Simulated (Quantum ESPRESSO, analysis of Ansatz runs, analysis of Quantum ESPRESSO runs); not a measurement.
## Vacancy with four H in Ge: local vibrational mode, PBE (Quantum ESPRESSO)

How near does this set-up come to the measured local vibrational mode? Subject: vacancy with four H in Ge. Set-up: PBE, JTH 2.0 PBE, 32-site cell, PBE lattice, k: 2x2x2 shifted. The model is a cell of 32 host atoms with 1 Ge taken out and 4 H put in. The frequencies come from force constants among the defect atom and its neighbours, with the masses of the isotopes named. Other potentials or another program check that the number doesn't hang on one set of files.

What was measured. Ge-H stretch, T2: 2061.5 cm⁻¹ at 9 K, by FTIR absorption, uniaxial stress, isotope substitution (“Hydrogen-Related Defects in Proton-Implanted Silicon and Germanium: An Infrared Absorption Spectroscopy Study”, 1998, Michael Budde, 1998 (PhD thesis, University of Aarhus)). The runs below try to reproduce this.

Program: Quantum ESPRESSO 7.5. Level of theory: Quantum ESPRESSO plane-wave DFT, PBE, JTH 2.0 PBE potentials; relaxation of all atoms of a defect supercell. Results are calculated unless marked as measured.

## 1. Set-up

The cell holds 35 atoms: 31 Ge and 4 H. Its edges and angles: a = 9.990 Å, b = 9.990 Å, c = 9.990 Å, α = 109.5°, β = 109.5°, γ = 109.5°. It derives from Ge (space group Fd-3m). Nearest the centre at fractional (0.500, 0.500, 0.500): H35 at 0.93 Å, H33 at 0.93 Å, H32 at 0.93 Å, H34 at 0.93 Å, Ge25 at 2.50 Å, Ge31 at 2.50 Å, Ge22 at 2.50 Å, Ge26 at 2.50 Å.

The host's primitive cell comes from a first run (Quantum ESPRESSO plane-wave DFT, PBE, JTH 2.0 PBE potentials; relaxation of cell and atoms of a defect-free cell): vectors of 4.078, 4.078 and 4.078 Å. That is 23.98 Å³ an atom, 5.9 % over the diffraction cell's volume. The supercell is built on it.

## 2. Relaxation, charge 0

Every later number rests on the structure around the defect, so the atoms are relaxed at the host's lattice first.

Input file pw.in:

```
&CONTROL
  calculation = 'relax'
  prefix = 'pwscf'
  outdir = './tmp'
  pseudo_dir = './pseudo'
  tprnfor = .true.
  disk_io = 'low'
  nstep = 70
  forc_conv_thr = 0.00039
  etot_conv_thr = 0.0001
/
&SYSTEM
  ibrav = 0
  nat = 35
  ntyp = 2
  ecutwfc = 40
  ecutrho = 240
  nbnd = 223
  occupations = 'smearing'
  smearing = 'fd'
  degauss = 0.00073499
/
&ELECTRONS
  conv_thr = 4d-08
  electron_maxstep = 100
  mixing_beta = 0.5
/
&IONS
  ion_dynamics = 'bfgs'
/
ATOMIC_SPECIES
Ge    72.6300 Ge.GGA_PBE-JTH.UPF
H      1.0080 H.GGA_PBE-JTH.UPF
CELL_PARAMETERS angstrom
  -5.7677345896    5.7677345896    5.7677345896
   5.7677345896   -5.7677345896    5.7677345896
   5.7677345896    5.7677345896   -5.7677345896
ATOMIC_POSITIONS crystal
Ge     0.0000000000    0.0000000000    0.5000000000
Ge     0.0000000000    0.2500000000    0.2500000000
Ge     0.0000000000    0.5000000000    0.0000000000
Ge     0.0000000000    0.7500000000    0.7500000000
Ge     0.2500000000    0.0000000000    0.2500000000
Ge     0.2500000000    0.2500000000    0.0000000000
Ge     0.2500000000    0.5000000000    0.7500000000
Ge     0.2500000000    0.7500000000    0.5000000000
Ge     0.5000000000    0.0000000000    0.0000000000
Ge     0.5000000000    0.2500000000    0.7500000000
Ge     0.5000000000    0.7500000000    0.2500000000
Ge     0.7500000000    0.0000000000    0.7500000000
Ge     0.7500000000    0.2500000000    0.5000000000
Ge     0.7500000000    0.5000000000    0.2500000000
Ge     0.7500000000    0.7500000000    0.0000000000
Ge     0.0000000000    0.0000000000    0.2500000000
Ge     0.0000000000    0.2500000000    0.0000000000
Ge     0.0000000000    0.5000000000    0.7500000000
Ge     0.0000000000    0.7500000000    0.5000000000
Ge     0.2500000000    0.0000000000    0.0000000000
Ge     0.2500000000    0.2500000000    0.7500000000
Ge     0.2500000000    0.5000000000    0.5000000000
Ge     0.2500000000    0.7500000000    0.2500000000
Ge     0.5000000000    0.0000000000    0.7500000000
Ge     0.5000000000    0.2500000000    0.5000000000
Ge     0.5000000000    0.5000000000    0.2500000000
Ge     0.5000000000    0.7500000000    0.0000000000
Ge     0.7500000000    0.0000000000    0.5000000000
Ge     0.7500000000    0.2500000000    0.2500000000
Ge     0.7500000000    0.5000000000    0.0000000000
Ge     0.7500000000    0.7500000000    0.7500000000
H      0.4071490000    0.5000000000    0.5000000000
H      0.5000000000    0.4071490000    0.5000000000
H      0.5000000000    0.5000000000    0.4071490000
H      0.5928510000    0.5928510000    0.5928510000
K_POINTS automatic
2 2 2 1 1 1
```

Started as:

```sh
$ OMP_NUM_THREADS=1 mpirun -n 4 pw.x -nk 2 -in pw.in > pw.out
```

The log of the run:

```text
This program is part of the open-source Quantum ESPRESSO suite
     for quantum simulation of materials; please cite
         "P. Giannozzi et al., J. Phys.:Condens. Matter 21 395502 (2009);
         "P. Giannozzi et al., J. Phys.:Condens. Matter 29 465901 (2017);
         "P. Giannozzi et al., J. Chem. Phys. 152 154105 (2020);
          URL
     in publications or presentations arising from this work. More details at

     file Ge.GGA_PBE-JTH.UPF: wavefunction(s)  4S 0S 4P 0P 3D 0D renormalized
     file H.GGA_PBE-JTH.UPF: wavefunction(s)  1S 0S 0P renormalized
     Message from routine setup:
     using ibrav=0 with symmetry is DISCOURAGED, use correct ibrav instead

     K-points division:     npool     =       2
     Subspace diagonalization in iterative solution of the eigenvalue problem:
     a serial algorithm will be used

     --------------------
     sticks:   dense  smooth     PW     G-vecs:    dense   smooth      PW
     Min        3208    2126    575               162546    88328   12440
     Max        3209    2127    576               162547    88331   12443
     Sum        6417    4253   1151               325093   176659   24883

     Using Slab Decomposition

     bravais-lattice index     =            0
     lattice parameter (alat)  =      18.8784  a.u.
     unit-cell volume          =    5179.3158 (a.u.)^3
     number of atoms/cell      =           35
     number of atomic types    =            2
     number of electrons       =       438.00
     number of Kohn-Sham states=          223
     kinetic-energy cutoff     =      40.0000  Ry
     charge density cutoff     =     240.0000  Ry
     scf convergence threshold =      4.0E-08
     mixing beta               =       0.5000
     number of iterations used =            8  plain     mixing
     energy convergence thresh.=      1.0E-04
     force convergence thresh. =      3.9E-04
     Exchange-correlation= SLA PW PBX PBC
                           (   1   4   3   4   0   0   0)
     nstep                     =           70

     celldm(1)=  18.878382  celldm(2)=   0.000000  celldm(3)=   0.000000
     celldm(4)=   0.000000  celldm(5)=   0.000000  celldm(6)=   0.000000

     crystal axes: (cart. coord. in units of alat)
               a(1) = (  -0.577350   0.577350   0.577350 )
               a(2) = (   0.577350  -0.577350   0.577350 )
               a(3) = (   0.577350   0.577350  -0.577350 )

     reciprocal axes: (cart. coord. in units 2 pi/alat)
               b(1) = ( -0.000000  0.866025  0.866025 )
               b(2) = (  0.866025 -0.000000  0.866025 )
               b(3) = (  0.866025  0.866025  0.000000 )

     PseudoPot. # 1 for Ge read from file:
     Ge.GGA_PBE-JTH.UPF
     Pseudo is Projector augmented-wave + core cor, Zval = 14.0
     Generated using ATOMPAW code
     Shape of augmentation charge: SINC**2
     Using radial grid of 1054 points,  6 beta functions with:
                l(1) =   0
                l(2) =   0
                l(3) =   1
                l(4) =   1
                l(5) =   2
                l(6) =   2
     Q(r) pseudized with 0 coefficients

     PseudoPot. # 2 for H  read from file:
     H.GGA_PBE-JTH.UPF
     Pseudo is Projector augmented-wave + core cor, Zval =  1.0
     Generated using ATOMPAW code
     Shape of augmentation charge: SINC**2
     Using radial grid of  777 points,  3 beta functions with:
                l(1) =   0
                l(2) =   0
                l(3) =   1
     Q(r) pseudized with 0 coefficients

     atomic species   valence    mass     pseudopotential
     Ge               14.00    72.63000     Ge( 1.00)
     H                 1.00     1.00800     H ( 1.00)

     24 Sym. Ops. (no inversion) found (18 have fractional translation)

   Cartesian axes

     site n.     atom                  positions (alat units)
         1        Ge     tau(   1) = (   0.2886751   0.2886751  -0.2886751  )
         2        Ge     tau(   2) = (   0.2886751   0.0000000   0.0000000  )
         3        Ge     tau(   3) = (   0.2886751  -0.2886751   0.2886751  )
         4        Ge     tau(   4) = (   0.8660254   0.0000000   0.0000000  )
         5        Ge     tau(   5) = (   0.0000000   0.2886751   0.0000000  )
         6        Ge     tau(   6) = (   0.0000000   0.0000000   0.2886751  )
         7        Ge     tau(   7) = (   0.5773503   0.2886751   0.0000000  )
         8        Ge     tau(   8) = (   0.5773503   0.0000000   0.2886751  )
         9        Ge     tau(   9) = (  -0.2886751   0.2886751   0.2886751  )
        10        Ge     tau(  10) = (   0.2886751   0.5773503   0.0000000  )
        11        Ge     tau(  11) = (   0.2886751   0.0000000   0.5773503  )
        12        Ge     tau(  12) = (   0.0000000   0.8660254   0.0000000  )
        13        Ge     tau(  13) = (   0.0000000   0.5773503   0.2886751  )
        14        Ge     tau(  14) = (   0.0000000   0.2886751   0.5773503  )
        15        Ge     tau(  15) = (   0.0000000   0.0000000   0.8660254  )
        16        Ge     tau(  16) = (   0.1443376   0.1443376  -0.1443376  )
[...]
24        Ge     tau(  24) = (   0.1443376   0.7216878  -0.1443376  )
        25        Ge     tau(  25) = (   0.1443376   0.4330127   0.1443376  )
        26        Ge     tau(  26) = (   0.1443376   0.1443376   0.4330127  )
        27        Ge     tau(  27) = (   0.1443376  -0.1443376   0.7216878  )
        28        Ge     tau(  28) = (  -0.1443376   0.7216878   0.1443376  )
        29        Ge     tau(  29) = (  -0.1443376   0.4330127   0.4330127  )
        30        Ge     tau(  30) = (  -0.1443376   0.1443376   0.7216878  )
        31        Ge     tau(  31) = (   0.4330127   0.4330127   0.4330127  )
        32        H      tau(  32) = (   0.3422827   0.2350676   0.2350676  )
        33        H      tau(  33) = (   0.2350676   0.3422827   0.2350676  )
        34        H      tau(  34) = (   0.2350676   0.2350676   0.3422827  )
        35        H      tau(  35) = (   0.3422827   0.3422827   0.3422827  )

     number of k points=     2  Fermi-Dirac smearing, width (Ry)=  0.0007
                       cart. coord. in units 2pi/alat
        k(    1) = (   0.4330127   0.4330127   0.4330127), wk =   0.5000000
        k(    2) = (   0.0000000   0.0000000   0.4330127), wk =   1.5000000

     Dense  grid:   325093 G-vectors     FFT dimensions: (  96,  96,  96)

     Smooth grid:   176659 G-vectors     FFT dimensions: (  80,  80,  80)

     Initial potential from superposition of free atoms

     starting charge     437.9765, renormalised to     438.0000
[...]
estimated scf accuracy    <       0.00074797 Ry

[... 135 further cycles ...]
     iteration #  9     ecut=    40.00 Ry     beta= 0.50
     Davidson diagonalization with overlap
     ethr =  2.09E-13,  avg # of iterations =  5.5

     total energy              =   -9786.22961452 Ry
     estimated scf accuracy    <          6.8E-10 Ry

     iteration # 10     ecut=    40.00 Ry     beta= 0.50
     Davidson diagonalization with overlap
     ethr =  1.54E-13,  avg # of iterations =  3.0

     End of self-consistent calculation

          k = 0.4330 0.4330 0.4330 ( 22108 PWs)   bands (ev):

[...]
8.5187   8.5187   8.5187   9.8902   9.8902   9.8902  10.1309

          k = 0.0000 0.0000 0.4330 ( 22178 PWs)   bands (ev):

[...]
8.0455   8.4966   8.4966  10.1012  10.6032  10.6032  10.7401

     the Fermi energy is     9.1933 ev

!    total energy              =   -9786.22961452 Ry
     total all-electron energy =     -9786.229615 Ry
     estimated scf accuracy    <          2.9E-11 Ry
     smearing contrib. (-TS)   =       0.00000000 Ry
     internal energy E=F+TS    =   -9786.22961452 Ry

     The total energy is F=E-TS. E is the sum of the following terms:
     one-electron contribution =   -4694.98407827 Ry
     hartree contribution      =    1468.39744417 Ry
     xc contribution           =    -552.36124131 Ry
     ewald contribution        =   -2942.78444896 Ry
     one-center paw contrib.   =   -3064.49729015 Ry

     convergence has been achieved in  10 iterations

     Forces acting on atoms (cartesian axes, Ry/au):

[...]
Total force =     0.001922     Total SCF correction =     0.000031
     Energy error            =      4.9E-05 Ry
     Gradient error          =      4.4E-04 Ry/Bohr

     number of scf cycles    =  14
     number of bfgs steps    =  13

     energy             old  =   -9786.2295654260 Ry
     energy             new  =   -9786.2296145224 Ry

     CASE: energy            _new < energy            _old

     new trust radius        =       0.0052441591 bohr
     new conv_thr            =       0.0000000004 Ry

ATOMIC_POSITIONS (crystal)
[...]
NEW-OLD atomic charge density approx. for the potential

     Self-consistent Calculation

     iteration #  1     ecut=    40.00 Ry     beta= 0.50
     Davidson diagonalization with overlap
     ethr =  1.00E-06,  avg # of iterations =  4.0

     Threshold (ethr) on eigenvalues was too large:
     Diagonalizing with lowered threshold

     Davidson diagonalization with overlap
     ethr =  6.80E-09,  avg # of iterations =  9.0

     total energy              =   -9786.22963250 Ry
     estimated scf accuracy    <       0.00001055 Ry

     iteration #  2     ecut=    40.00 Ry     beta= 0.50
     Davidson diagonalization with overlap
     ethr =  2.41E-09,  avg # of iterations =  4.0

     total energy              =   -9786.22963427 Ry
     estimated scf accuracy    <       0.00000254 Ry

     iteration #  3     ecut=    40.00 Ry     beta= 0.50
     Davidson diagonalization with overlap
     ethr =  5.80E-10,  avg # of iterations =  4.0

     total energy              =   -9786.22963214 Ry
     estimated scf accuracy    <       0.00000062 Ry

     iteration #  4     ecut=    40.00 Ry     beta= 0.50
     Davidson diagonalization with overlap
     ethr =  1.41E-10,  avg # of iterations =  6.0

     total energy              =   -9786.22963254 Ry
     estimated scf accuracy    <       0.00000012 Ry

     iteration #  5     ecut=    40.00 Ry     beta= 0.50
     Davidson diagonalization with overlap
     ethr =  2.78E-11,  avg # of iterations =  5.5

     total energy              =   -9786.22963267 Ry
     estimated scf accuracy    <       0.00000002 Ry

     iteration #  6     ecut=    40.00 Ry     beta= 0.50
     Davidson diagonalization with overlap
     ethr =  3.53E-12,  avg # of iterations =  4.5

     total energy              =   -9786.22963267 Ry
     estimated scf accuracy    <          1.1E-09 Ry

     iteration #  7     ecut=    40.00 Ry     beta= 0.50
     Davidson diagonalization with overlap
     ethr =  2.60E-13,  avg # of iterations =  8.0

     total energy              =   -9786.22963267 Ry
     estimated scf accuracy    <          6.2E-10 Ry

     iteration #  8     ecut=    40.00 Ry     beta= 0.50
     Davidson diagonalization with overlap
     ethr =  1.42E-13,  avg # of iterations =  4.5

     End of self-consistent calculation

          k = 0.4330 0.4330 0.4330 ( 22108 PWs)   bands (ev):

[...]
8.5182   8.5182   8.5182   9.8889   9.8889   9.8889  10.1328

          k = 0.0000 0.0000 0.4330 ( 22178 PWs)   bands (ev):

[...]
-15.0260 -15.0260 -15.0254  -2.7689  -1.8915  -1.8901  -1.8901  -1.7219
    -1.2122  -1.1849  -1.1849  -1.0588  -0.8623  -0.3657  -0.3657  -0.3553
    -0.1229   0.6233   0.6233   0.6958   0.9334   1.7720   1.7720   1.8105
     1.9452   2.3648   2.3684   2.3684   2.4332   2.8525   3.9001   3.9001
     4.0272   4.4098   5.2693   5.2693   5.3035   5.4588   5.8653   5.9779
     5.9779   6.0887   6.4167   6.4658   6.4658   6.6507   6.6541   6.6593
     6.6593   6.7219   6.7219   6.7586   6.7740   6.8781   6.8781   6.8878
     7.0051   7.6793   7.7674   7.7674   7.8488   7.8897   7.8897   7.9177
     8.0455   8.4962   8.4962  10.1007  10.6021  10.6021  10.7422

     the Fermi energy is     9.1953 ev

!    total energy              =   -9786.22963267 Ry
     total all-electron energy =     -9786.229633 Ry
     estimated scf accuracy    <          1.2E-10 Ry
     smearing contrib. (-TS)   =       0.00000000 Ry
     internal energy E=F+TS    =   -9786.22963267 Ry

     The total energy is F=E-TS. E is the sum of the following terms:
     one-electron contribution =   -4695.63595193 Ry
     hartree contribution      =    1468.71862650 Ry
     xc contribution           =    -552.36356683 Ry
     ewald contribution        =   -2942.45335579 Ry
     one-center paw contrib.   =   -3064.49538463 Ry

     convergence has been achieved in   8 iterations

     Forces acting on atoms (cartesian axes, Ry/au):

[...]
atom   28 type  1   force =    -0.00002636    0.00002636    0.00002027
     atom   29 type  1   force =    -0.00002027   -0.00002636   -0.00002636
     atom   30 type  1   force =    -0.00002636    0.00002027    0.00002636
     atom   31 type  1   force =     0.00019564    0.00019564    0.00019564
     atom   32 type  2   force =     0.00004466   -0.00004466   -0.00004466
     atom   33 type  2   force =    -0.00004466    0.00004466   -0.00004466
     atom   34 type  2   force =    -0.00004466   -0.00004466    0.00004466
     atom   35 type  2   force =     0.00004466    0.00004466    0.00004466

     Total force =     0.000752     Total SCF correction =     0.000061
     Energy error            =      1.8E-05 Ry
     Gradient error          =      2.0E-04 Ry/Bohr

     bfgs converged in  15 scf cycles and  14 bfgs steps
     (criteria: energy <  1.0E-04 Ry, force <  3.9E-04 Ry/Bohr)

     End of BFGS Geometry Optimization

     Final energy             =   -9786.2296326700 Ry

     File ./tmp/pwscf.bfgs deleted, as requested
Begin final coordinates

ATOMIC_POSITIONS (crystal)
[...]
Ge               0.7514680831       -0.0010023118        0.5000000000
Ge               0.7475296051        0.2485319169        0.2485319169
Ge               0.7514680831        0.5000000000       -0.0010023118
Ge               0.7684993669        0.7684993669        0.7684993669
H                0.3861081185        0.5000000000        0.5000000000
H                0.5000000000        0.3861081185        0.5000000000
H                0.5000000000        0.5000000000        0.3861081185
H                0.6138918815        0.6138918815        0.6138918815
End final coordinates

=------------------------------------------------------------------------------=
   JOB DONE.
=------------------------------------------------------------------------------=
```

Run time: 58 min. Hardware: 4 MPI ranks of Arm Neoverse V1, shared host; peak memory 2.2 GiB.

Relaxation path:

```
step  energy less that of the first step (eV)
   0                                   0.0000
   1                                  -0.0834
   2                                  -0.1656
   3                                  -0.2693
   4                                  -0.3834
   5                                  -0.4751
   6                                  -0.4948
   7                                  -0.5048
   8                                  -0.5141
   9                                  -0.5167
  10                                  -0.5174
  11                                  -0.5178
  12                                  -0.5186
  13                                  -0.5192
  14                                  -0.5195
```

The atoms that moved most (Å):

```
atom      dx      dy      dz  length
 H35   0.121   0.121   0.121   0.210
 H33  -0.121   0.121  -0.121   0.210
 H34  -0.121  -0.121   0.121   0.210
 H32   0.121  -0.121  -0.121   0.210
Ge31   0.107   0.107   0.107   0.185
Ge25  -0.107   0.107  -0.107   0.185
Ge22   0.107  -0.107  -0.107   0.185
Ge26  -0.107  -0.107   0.107   0.185
```

The relaxed structure:

```xyz
35
Lattice="-5.7677 5.7677 5.7677 5.7677 -5.7677 5.7677 5.7677 5.7677 -5.7677" Properties=species:S:1:pos:R:3 pbc="T T T"
Ge    2.8839    2.8839   -2.8839
Ge    2.8856   -0.0274   -0.0274
Ge    2.8839   -2.8839    2.8839
Ge    8.6534    0.0274    0.0274
Ge   -0.0274    2.8856   -0.0274
Ge   -0.0274   -0.0274    2.8856
Ge    5.7951    2.8821   -0.0274
Ge    5.7951   -0.0274    2.8821
Ge   -2.8839    2.8839    2.8839
Ge    2.8821    5.7951   -0.0274
Ge    2.8821   -0.0274    5.7951
Ge    0.0274    8.6534    0.0274
Ge   -0.0274    5.7951    2.8821
Ge   -0.0274    2.8821    5.7951
Ge    0.0274    0.0274    8.6534
Ge    1.4562    1.4562   -1.4446
Ge    1.4562   -1.4446    1.4562
Ge    7.2239    1.4446   -1.4562
Ge    7.2239   -1.4562    1.4446
Ge   -1.4446    1.4562    1.4562
Ge    4.3116    4.3116   -1.4446
Ge    4.4325    1.3352    1.3352
Ge    4.3116   -1.4446    4.3116
Ge    1.4446    7.2239   -1.4562
Ge    1.3352    4.4325    1.3352
Ge    1.3352    1.3352    4.4325
Ge    1.4446   -1.4562    7.2239
Ge   -1.4562    7.2239    1.4446
Ge   -1.4446    4.3116    4.3116
Ge   -1.4562    1.4446    7.2239
Ge    4.4325    4.4325    4.4325
H     3.5408    2.2270    2.2270
H     2.2270    3.5408    2.2270
H     2.2270    2.2270    3.5408
H     3.5408    3.5408    3.5408
```

Neighbours of the ideal centre at the end:

```
atom  distance (Å)
 H32         1.138
 H33         1.138
 H34         1.138
 H35         1.138
Ge22         2.682
Ge25         2.682
Ge26         2.682
Ge31         2.682
```

Neighbours of the added atoms: H32: Ge22 1.54, H35 1.86, H33 1.86 Å; H33: Ge25 1.54, H35 1.86, H34 1.86 Å; H34: Ge26 1.54, H35 1.86, H33 1.86 Å; H35: Ge31 1.54, H33 1.86, H34 1.86 Å.

(Continued in part 2 of 2.)

[Logs are printed without paths, hosts, clocks, repeated set-up lines and the standing remarks that a program may print on its own settings, such as how far it seeks lower states.]

[Hosts, paths, dates, database ids (printed as entryN), source tags and the programs' standing remarks are cut or masked in the printed files.]

[For some hosts the program warned that the k-mesh of the response run may be too coarse for force constants and the static dielectric constant; such warnings are not shown here.]
